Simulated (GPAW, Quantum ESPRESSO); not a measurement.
# C K-edge XANES of HfC (Fm-3m), part 3 of 4

Aim: the C K edge of HfC (Fm-3m) by two routes, a Lanczos recursion (XSpectra) and a sum over empty bands (GPAW), to see which features are robust.

Quantum ESPRESSO 7.5 and GPAW 26.7.0; core-hole supercells, plane-wave PAW PBE.

So far. Step 8 (Spectrum with XCH, C atom 2 (Quantum ESPRESSO)): The total-energy difference is 287.91 eV. One term is added: -6.71 eV, since the hole is spin-paired here and a spin-polarised one costs that much less in the free atom (computed apart). The photon energy is then 281.20 eV. The functional leaves an error of a few eV in such absolute values.

The database entry behind the starting cell differs from later determinations by our own check (about 0.2 % long), so it need not match the best structure at ambient conditions.

## (9) Another broadening

Level of this step: X-ray absorption near-edge structure, plane-wave PAW PBE, one-electron final states by a Lanczos continued fraction (Quantum ESPRESSO).

The final state's lifetime shortens with energy, so measured features broaden above the edge; the saved Lanczos coefficients are redrawn with a width that grows.

Input file xspectra_plot.in:

```
&input_xspectra
   calculation='xanes_dipole', edge='K'
   prefix='x', outdir='tmp', xiabs=2, xe0=15.7955
   xonly_plot=.true., x_save_file='xanes.sav'
   xniter=3000, xcheck_conv=20, xerror=0.005
   xcoordcrys=.false., xepsilon(1)=1, xepsilon(2)=0, xepsilon(3)=0
/
&plot
   xnepoint=413, xemin=-10, xemax=45, terminator=.true., cut_occ_states=.true.
   gamma_mode='variable', gamma_energy(1)=4, gamma_energy(2)=25, gamma_value(1)=0.3, gamma_value(2)=2.5
/
&pseudos
   filecore='../C.wfc'
/
&cut_occ
   cut_desmooth=0.1, cut_stepl=0.05, cut_stepu=0.05, cut_ierror=1e-5
/
6 6 6 0 0 0
```

On the command line:

```
$ OMP_NUM_THREADS=1 xspectra.x -in xspectra_plot.in > xspectra_plot.out
```

Numbers of over 12 decimals in the logs are rounded to 6 here.

The program printed:

```text
     [... banner and references ...]
Reading input_file
     -------------------------------------------------------------------------

     calculation: xanes_dipole

     xonly_plot: TRUE
        => only the spectrum plot

     main plot parameters:
        cut_occ_states: TRUE
        gamma_mode:  variable
        -> first, constant up to point ( 4.00, 0.30) [eV]
        -> then, linear up to point (25.00, 2.50) [eV]
        -> finally, constant up to xemax
        xemin [eV]: -10.00
        xemax [eV]:  45.00
        xnepoint:  413
[...]
xemin [eV]: -10.00
        xemax [eV]:  45.00
        xnepoint:  413
        energy-dependent broadening parameter:
         -> first, constant up to point ( 4.00, 0.30) [eV]
         -> then, linear up to point (25.00, 2.50) [eV]
         -> finally, constant up to xemax
        Core level energy [eV]:  -284.2
         (from electron binding energy of neutral atoms in X-ray data booklet)

     Cross-section successfully written in xanes.dat

     -------------------------------------------------------------------------
                                END JOB XSpectra
     -------------------------------------------------------------------------
[key lines of the parts left out:]
Fermi level [eV]:  16.1291
```

It took 6.1 s on 1 MPI rank of Arm Neoverse V2, shared host; peak memory 0.04 GiB.

With a Lorentzian half width 0.3 eV up to 4 eV, rising linearly to 2.5 eV at 25 eV, the maxima are 5.0 eV (1.56) and 10.2 eV (1.76).

## (10) Ground state of the crystal (GPAW)

The second program starts from its own ground state, on the same cell and functional.

Input file scf.py:

```python
import numpy as np
from ase import Atoms
from ase.parallel import parprint, paropen
from gpaw import GPAW, PW, FermiDirac, Mixer, MixerDif, setup_paths
from gpaw.test import gen
setup_paths.insert(0, '.')
gen('C', name='nch1s', xcname='PBE', corehole=(1, 0, 0), write_xml=True)
from gpaw.mpi import world
world.barrier()

atoms = Atoms('HfC',
    cell=[[0, 2.325, 2.325],
     [2.325, 0, 2.325],
     [2.325, 2.325, 0]],
    scaled_positions=[[0.5, 0.5, 0.5],
     [0, 0, 0]],
    pbc=True)
atoms.calc = calc = GPAW(legacy_gpaw=True, mode=PW(500, force_complex_dtype=True), xc='PBE', setups={1: 'nch1s'},
    kpts={'size': (9, 9, 9), 'gamma': True}, occupations=FermiDirac(0.05),
    charge=0, mixer=Mixer(0.1, 5, 50), maxiter=150,
    convergence={'density': 0.0001, 'eigenstates': 1e-6}, txt='scf.txt')
energy = atoms.get_potential_energy() + calc.get_reference_energy()
ef = calc.get_fermi_level()
out = dict(energy=energy, fermi=ef, forces=atoms.get_forces().tolist())
parprint(f'all-electron energy {energy:.4f} eV, Fermi level {ef:.4f} eV')
ev = np.array([[calc.get_eigenvalues(k, s) for k in range(len(calc.get_ibz_k_points()))] for s in range(calc.get_number_of_spins())])
out['homo'], out['lumo'], out['counts'] = ev[ev < ef].max(), ev[ev > ef].min(), sorted(set((ev < ef).sum((0, 2)).tolist()))
out['filled'] = (ev[:, 0] < ef).sum(1).tolist()
import json
with paropen('out.json', 'w') as f:
    json.dump(out, f)
```

On the command line:

```
$ OMP_NUM_THREADS=1 mpirun -n 4 gpaw python scf.py
```

The program printed:

```text
Input parameters:
  convergence: {density: 0.0001,
                eigenstates: 1e-06}
  kpts: {gamma: True,
         size: (9, 9, 9)}
  maxiter: 150
  mixer: {backend: pulay,
          beta: 0.1,
          method: separate,
          nmaxold: 5,
          weight: 50}
  mode: {ecut: 500.0,
         force_complex_dtype: True,
         name: pw}
  occupations: {fixmagmom: False,
                name: fermi-dirac,
[...]
2s(2) :    -0.505334     1.046026
*s    :     0.494666
2p(2) :    -0.194204     0.955972
*p    :     0.805796
*d    :     0.000000
--------------------------------

Diagonalizing with gridspacing h=0.050

state   all-electron     PAW
-------------------------------
2s:      -0.505334    -0.505970
2p:      -0.194204    -0.194948
*d:                    0.044948
*f:                    0.074429
-------------------------------
all-electron energy -410932.3123 eV, Fermi level 10.9519 eV
[key lines of the parts left out:]
Converged after 11 iterations.
Dipole moment: (-0.000000, -0.000000, -0.000000) |e|*Ang
Free energy:    -18.569990
Fermi level: 10.95188
```

Run time: 5 s. Hardware: 4 MPI ranks; peak memory 0.16 GiB; 19 s of CPU time.

The mesh shows no gap, so the system is treated as a metal and the core electron is put at the Fermi level (neutral cell).

## (11) Spectrum without a core hole, C atom 2 (GPAW)

This cheap baseline ignores the attraction of the hole: it shows the absorber's empty states as they are in the ground state. The data set with a hole of occupation 0 only carries the core orbital.

Input file xas.py:

```python
import numpy as np
from ase import Atoms
from ase.parallel import parprint, paropen
from gpaw import GPAW, PW, FermiDirac, Mixer, MixerDif, setup_paths
from gpaw.test import gen
setup_paths.insert(0, '.')
gen('C', name='nch1s', xcname='PBE', corehole=(1, 0, 0), write_xml=True)
from gpaw.mpi import world
world.barrier()

atoms = Atoms('HfC',
    cell=[[0, 2.325, 2.325],
     [2.325, 0, 2.325],
     [2.325, 2.325, 0]],
    scaled_positions=[[0.5, 0.5, 0.5],
     [0, 0, 0]],
    pbc=True)
atoms.calc = calc = GPAW(legacy_gpaw=True, mode=PW(500, force_complex_dtype=True), xc='PBE', setups={1: 'nch1s'},
    kpts={'size': (13, 13, 13), 'gamma': True}, occupations=FermiDirac(0.1),
    charge=0, mixer=Mixer(0.1, 5, 50), maxiter=150,
    convergence={'density': 0.0001, 'eigenstates': 1e-6}, txt='scf.txt')
energy = atoms.get_potential_energy() + calc.get_reference_energy()
ef = calc.get_fermi_level()
out = dict(energy=energy, fermi=ef, forces=atoms.get_forces().tolist())
parprint(f'all-electron energy {energy:.4f} eV, Fermi level {ef:.4f} eV')
ev = np.array([[calc.get_eigenvalues(k, s) for k in range(len(calc.get_ibz_k_points()))] for s in range(calc.get_number_of_spins())])
out['homo'], out['lumo'], out['counts'] = ev[ev < ef].max(), ev[ev > ef].min(), sorted(set((ev < ef).sum((0, 2)).tolist()))
out['filled'] = (ev[:, 0] < ef).sum(1).tolist()

from ase.units import Ha
from gpaw.xas import dipole_matrix_elements
nb = int(calc.get_number_of_electrons() / 2) + 23
top = nb
nscf = calc.fixed_density(kpts={'size': (9, 9, 9), 'gamma': True},
    convergence={'eigenstates': 1.0}, txt='nscf.txt')
nscf.diagonalize_full_hamiltonian(nbands=nb)
cell = atoms.cell.array
ops = [cell.T @ U.T @ np.linalg.inv(cell.T) for U in nscf.wfs.kd.symmetry.op_scc]
E = np.arange(-25, 34, 0.1)
fwhm = np.interp(E, [4, 25], [0.9, 3.5])
Y, X, zero, highest = 0, 0, 1e9, 1e9
for spin in range(nscf.get_number_of_spins()):
    wfs = nscf.wfs
    mine = wfs.bd.get_slice()  # this rank's bands
    A = dipole_matrix_elements(wfs.setups[1])
    eps = np.zeros((wfs.kd.nibzkpts, nb))
    d = np.zeros((3, A.shape[1], wfs.kd.nibzkpts, nb), complex)
    for kpt in wfs.kpt_u:
        if kpt.s == spin and 1 in kpt.P_ani:
            eps[kpt.k, mine] = kpt.eps_n * Ha
            d[:, :, kpt.k, mine] = (kpt.weight * wfs.nspins / 2) ** 0.5 * np.inner(A, kpt.P_ani[1])
    world.sum(eps)
    world.sum(d)
    T = np.einsum('amkn,bmkn->abkn', d, d.conj()).real
    T = sum(np.einsum('ai,ijkn,bj->abkn', R, T, R) for R in ops) / len(ops)
    empty = eps > ef
    zero, highest = min(zero, eps[empty].min()), min(highest, eps[:, top - 1].min())
    lines = [(eps, T, empty)] if spin == 0 else lines + [(eps, T, empty)]
for eps, T, empty in lines:
    f = np.einsum('aakn->akn', T).reshape(3, -1)
    x = eps.ravel() - zero
    w = np.interp(x, E, fwhm) / 2.35482
    g = np.exp(-0.5 * ((E[:, None] - x) / w) ** 2) / (w * (2 * np.pi) ** 0.5)
    Y = Y + (f * empty.ravel()) @ g.T
    X = X + (f * ~empty.ravel()) @ g.T
out.update(E=E.round(2).tolist(), xas=Y.tolist(), xes=X.tolist(), zero=zero, valid=highest - zero, nk=len(eps), nb=nb)
for i in range(0, len(E), 10):
    parprint(f'{E[i]:7.2f}', *(f'{v:10.3e}' for v in Y[:, i]))
import json
with paropen('out.json', 'w') as f:
    json.dump(out, f)
```

On the command line:

```
$ OMP_NUM_THREADS=1 mpirun -n 4 gpaw python xas.py
```

The program printed:

```text
Input parameters:
  convergence: {density: 0.0001,
                eigenstates: 1e-06}
  kpts: {gamma: True,
         size: (13, 13, 13)}
  maxiter: 150
  mixer: {backend: pulay,
          beta: 0.1,
          method: separate,
          nmaxold: 5,
          weight: 50}
  mode: {ecut: 500.0,
         force_complex_dtype: True,
         name: pw}
  occupations: {fixmagmom: False,
                name: fermi-dirac,
[...]
*p    :     0.805796
*d    :     0.000000
--------------------------------

Diagonalizing with gridspacing h=0.050

state   all-electron     PAW
-------------------------------
2s:      -0.505334    -0.505970
2p:      -0.194204    -0.194948
*d:                    0.044948
*f:                    0.074429
-------------------------------
all-electron energy -410932.3157 eV, Fermi level 10.9710 eV
[...]
32.00  2.116e-04  2.116e-04  2.116e-04
  33.00  1.444e-04  1.444e-04  1.444e-04
[key lines of the parts left out:]
Converged after 11 iterations.
Dipole moment: (-0.000000, -0.000000, -0.000000) |e|*Ang
Free energy:    -18.576850
Fermi level: 10.97097
```

Elapsed: 14 s, on 4 MPI ranks; peak memory 0.22 GiB.

The C K spectrum, C atom 2, no core hole (energy from the lowest empty level; intensity scaled to a mean of 1 over the first 20 eV):

```csv
E (eV),intensity
-2.0,0.00
-1.5,0.00
-1.0,0.00
-0.5,0.09
0.0,0.35
0.5,0.47
1.0,0.59
1.5,0.59
2.0,0.62
2.5,0.58
3.0,0.85
3.5,0.75
4.0,0.72
4.5,1.02
5.0,1.19
5.5,1.26
6.0,1.15
6.5,0.93
7.0,0.79
7.5,0.77
8.0,0.85
8.5,1.02
9.0,1.16
9.5,1.18
10.0,1.23
10.5,1.50
11.0,1.82
11.5,1.97
12.0,2.00
12.5,2.04
13.0,2.02
13.5,1.84
14.0,1.54
14.5,1.22
15.0,0.98
15.5,0.83
16.0,0.76
16.5,0.72
17.0,0.67
17.5,0.59
18.0,0.47
18.5,0.36
19.0,0.27
19.5,0.23
20.0,0.23
20.5,0.26
21.0,0.30
21.5,0.32
22.0,0.33
22.5,0.34
23.0,0.35
23.5,0.38
24.0,0.41
24.5,0.45
25.0,0.49
25.5,0.52
26.0,0.55
26.5,0.61
27.0,0.70
27.5,0.82
28.0,0.97
28.5,1.11
29.0,1.23
29.5,1.30
30.0,1.29
30.5,1.21
31.0,1.08
31.5,0.92
32.0,0.76
```

Main maxima below 24 eV (height): 1.9 eV (0.62), 3.1 eV (0.88), 5.5 eV (1.26) and 12.7 eV (2.04). 

The same matrix elements for filled bands give the C K emission of C atom 2 (ground-state approximation; energy from the lowest empty level, largest value 1):

```csv
E (eV),emission
-24.00,0.00
-23.25,0.00
-22.50,0.00
-21.75,0.00
-21.00,0.00
-20.25,0.00
-19.50,0.00
-18.75,0.00
-18.00,0.00
-17.25,0.00
-16.50,0.00
-15.75,0.00
-15.00,0.00
-14.25,0.00
-13.50,0.00
-12.75,0.00
-12.00,0.00
-11.25,0.00
-10.50,0.00
-9.75,0.00
-9.00,0.00
-8.25,0.00
-7.50,0.00
-6.75,0.00
-6.00,0.03
-5.25,0.13
-4.50,0.24
-3.75,0.27
-3.00,0.74
-2.25,0.86
-1.50,0.42
-0.75,0.23
0.00,0.08
0.75,0.00
1.50,0.00
2.25,0.00
3.00,0.00
```

Emission maxima: -2.6 eV (1.00).

## (12) Supercell without a hole, the energy reference (GPAW)

Total energies of two programs can't be mixed, so the cell and mesh of GPAW's hole run get a reference energy of their own.

scf.py, as its differences from that of step 10:

```diff
@@ -10,11 +10,21 @@
 
-atoms = Atoms('HfC',
-    cell=[[0, 2.325, 2.325],
-     [2.325, 0, 2.325],
-     [2.325, 2.325, 0]],
-    scaled_positions=[[0.5, 0.5, 0.5],
-     [0, 0, 0]],
+atoms = Atoms('Hf6C6',
+    cell=[[2.325, 4.65, 2.325],
+     [4.65, -2.325, -2.325],
+     [-2.325, 4.65, -2.325]],
+    scaled_positions=[[0.75, 0, 0.75],
+     [0.25, 0.33333333, 0.91666667],
+     [0.75, 0.66666667, 0.08333333],
+     [0.75, 0.33333333, 0.41666667],
+     [0.25, 0.66666667, 0.58333333],
+     [0.25, 0, 0.25],
+     [0, 0, 0],
+     [0.5, 0.33333333, 0.16666667],
+     [0, 0.66666667, 0.33333333],
+     [0, 0.33333333, 0.66666667],
+     [0.5, 0.66666667, 0.83333333],
+     [0.5, 0, 0.5]],
     pbc=True)
-atoms.calc = calc = GPAW(legacy_gpaw=True, mode=PW(500, force_complex_dtype=True), xc='PBE', setups={1: 'nch1s'},
-    kpts={'size': (9, 9, 9), 'gamma': True}, occupations=FermiDirac(0.05),
+atoms.calc = calc = GPAW(legacy_gpaw=True, mode=PW(500, force_complex_dtype=True), xc='PBE', setups={6: 'nch1s'},
+    kpts={'size': (4, 4, 4), 'gamma': True}, occupations=FermiDirac(0.1),
     charge=0, mixer=Mixer(0.1, 5, 50), maxiter=150,
```

On the command line:

```
$ OMP_NUM_THREADS=1 mpirun -n 4 gpaw python scf.py
```

The program printed:

```text
Input parameters:
  convergence: {density: 0.0001,
                eigenstates: 1e-06}
  kpts: {gamma: True,
         size: (4, 4, 4)}
  maxiter: 150
  mixer: {backend: pulay,
          beta: 0.1,
          method: separate,
          nmaxold: 5,
          weight: 50}
  mode: {ecut: 500.0,
         force_complex_dtype: True,
         name: pw}
  occupations: {fixmagmom: False,
                name: fermi-dirac,
[...]
2s(2) :    -0.505334     1.046026
*s    :     0.494666
2p(2) :    -0.194204     0.955972
*p    :     0.805796
*d    :     0.000000
--------------------------------

Diagonalizing with gridspacing h=0.050

state   all-electron     PAW
-------------------------------
2s:      -0.505334    -0.505970
2p:      -0.194204    -0.194948
*d:                    0.044948
*f:                    0.074429
-------------------------------
all-electron energy -2465593.8962 eV, Fermi level 10.8459 eV
[key lines of the parts left out:]
Converged after 22 iterations.
Dipole moment: (0.000000, -0.000000, -0.000000) |e|*Ang
Free energy:   -111.463051
Fermi level: 10.84592
```

Run time: 56 s. Hardware: 4 MPI ranks; peak memory 0.29 GiB.

Reference energy: -2465593.896 eV with the cores included.

(Continued in part 4 of 4.)

[Banner, clock and machine lines of the logs are left out without a mark of their own.]

[Logs are printed without paths, hosts, clocks, repeated set-up lines and the standing remarks that a program may print on its own settings, such as how far it seeks lower states.]

[Hosts, paths, dates, database ids (printed as entryN), source tags and the programs' standing remarks are cut or masked in the printed files.]

[Lists of maxima count a maximum above −3 eV only where it reaches 4 % of the highest in the window and stands out from its surroundings by 2 % of it (1.5 % where it reaches 55 %); shoulders and weaker maxima are passed over, and of the rest the first, up to two pre-edge ones and the few strongest are named.]
